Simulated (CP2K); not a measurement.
Consider acetylcyclopropane at its PBE geometry (Å).

```xyz
14

C     2.1707    0.0573   -0.1987
C     0.8170   -0.3647    0.3342
O     0.7077   -1.1939    1.2376
C    -0.3766    0.2772   -0.2886
C    -1.5795    0.5417    0.6169
C    -1.6530   -0.5562   -0.3892
H     2.2347   -0.1485   -1.2778
H     2.9672   -0.4770    0.3290
H     2.3047    1.1426   -0.0750
H    -0.1872    0.9964   -1.0844
H    -1.4429    0.2559    1.6588
H    -2.1347    1.4609    0.4388
H    -1.5671   -1.5772   -0.0208
H    -2.2610   -0.4144   -1.2808
```

Method: CP2K XAS_TDP, all-electron GAPW, PBEh(45%), aug-cc-pVDZ, TDA, no relativity.

Q: Predict the bright core excitations at the C K edge.

Leading lines: C1 284.61 eV, C2 281.98 eV, C4 285.88 eV and C5 283.35 eV. The leading line of an atom is its first one with 35 % of the strongest within 2.5 eV of its lowest line over the strength cut. 

The first six lines of each atom with a strength over 0.0015:

```csv
atom,energy (eV),states,"strength, one atom"
C1 (bonded to C and 3 H),283.85,1,0.0069
,284.61,1,0.0223
,284.81,1,0.0160
,285.27,1,0.0074
,285.53,1,0.0018
,285.67,1,0.0021
C2 (bonded to 2 C and O),281.98,1,0.0712
,288.25,1,0.0046
,288.36,1,0.0023
,289.10,1,0.0050
,289.75,1,0.0019
,289.90,1,0.0042
C4 (bonded to 3 C and H),284.27,1,0.0125
,285.30,1,0.0017
,285.45,1,0.0045
,285.88,1,0.0427
,286.41,1,0.0060
,286.73,1,0.0089
"C5 (bonded to 2 C and 2 H), 2 alike",283.35,1,0.0245
,284.26,1,0.0091
,284.89,1,0.0084
,285.25,1,0.0057
,286.04,1,0.0033
,286.14,1,0.0132
```

Lines are vertical, at one geometry, with no vibrational structure. Without a correction of the core level, line positions, and the gaps between valence and Rydberg lines, follow the share of exact exchange. At this level such K lines come out 3 to 6 eV under measured ones. These values hold no scalar relativity, about 0.1 eV for C 1s. Rydberg lines, and the discretised continuum above threshold, depend on the basis and the box.

[Banner, clock and machine lines of the logs are left out without a mark of their own.]

[Logs are printed without paths, hosts, clocks, repeated set-up lines and the standing remarks that a program may print on its own settings, such as how far it seeks lower states.]

[Hosts, paths, dates, database ids (printed as entryN), source tags and the programs' standing remarks are cut or masked in the printed files.]
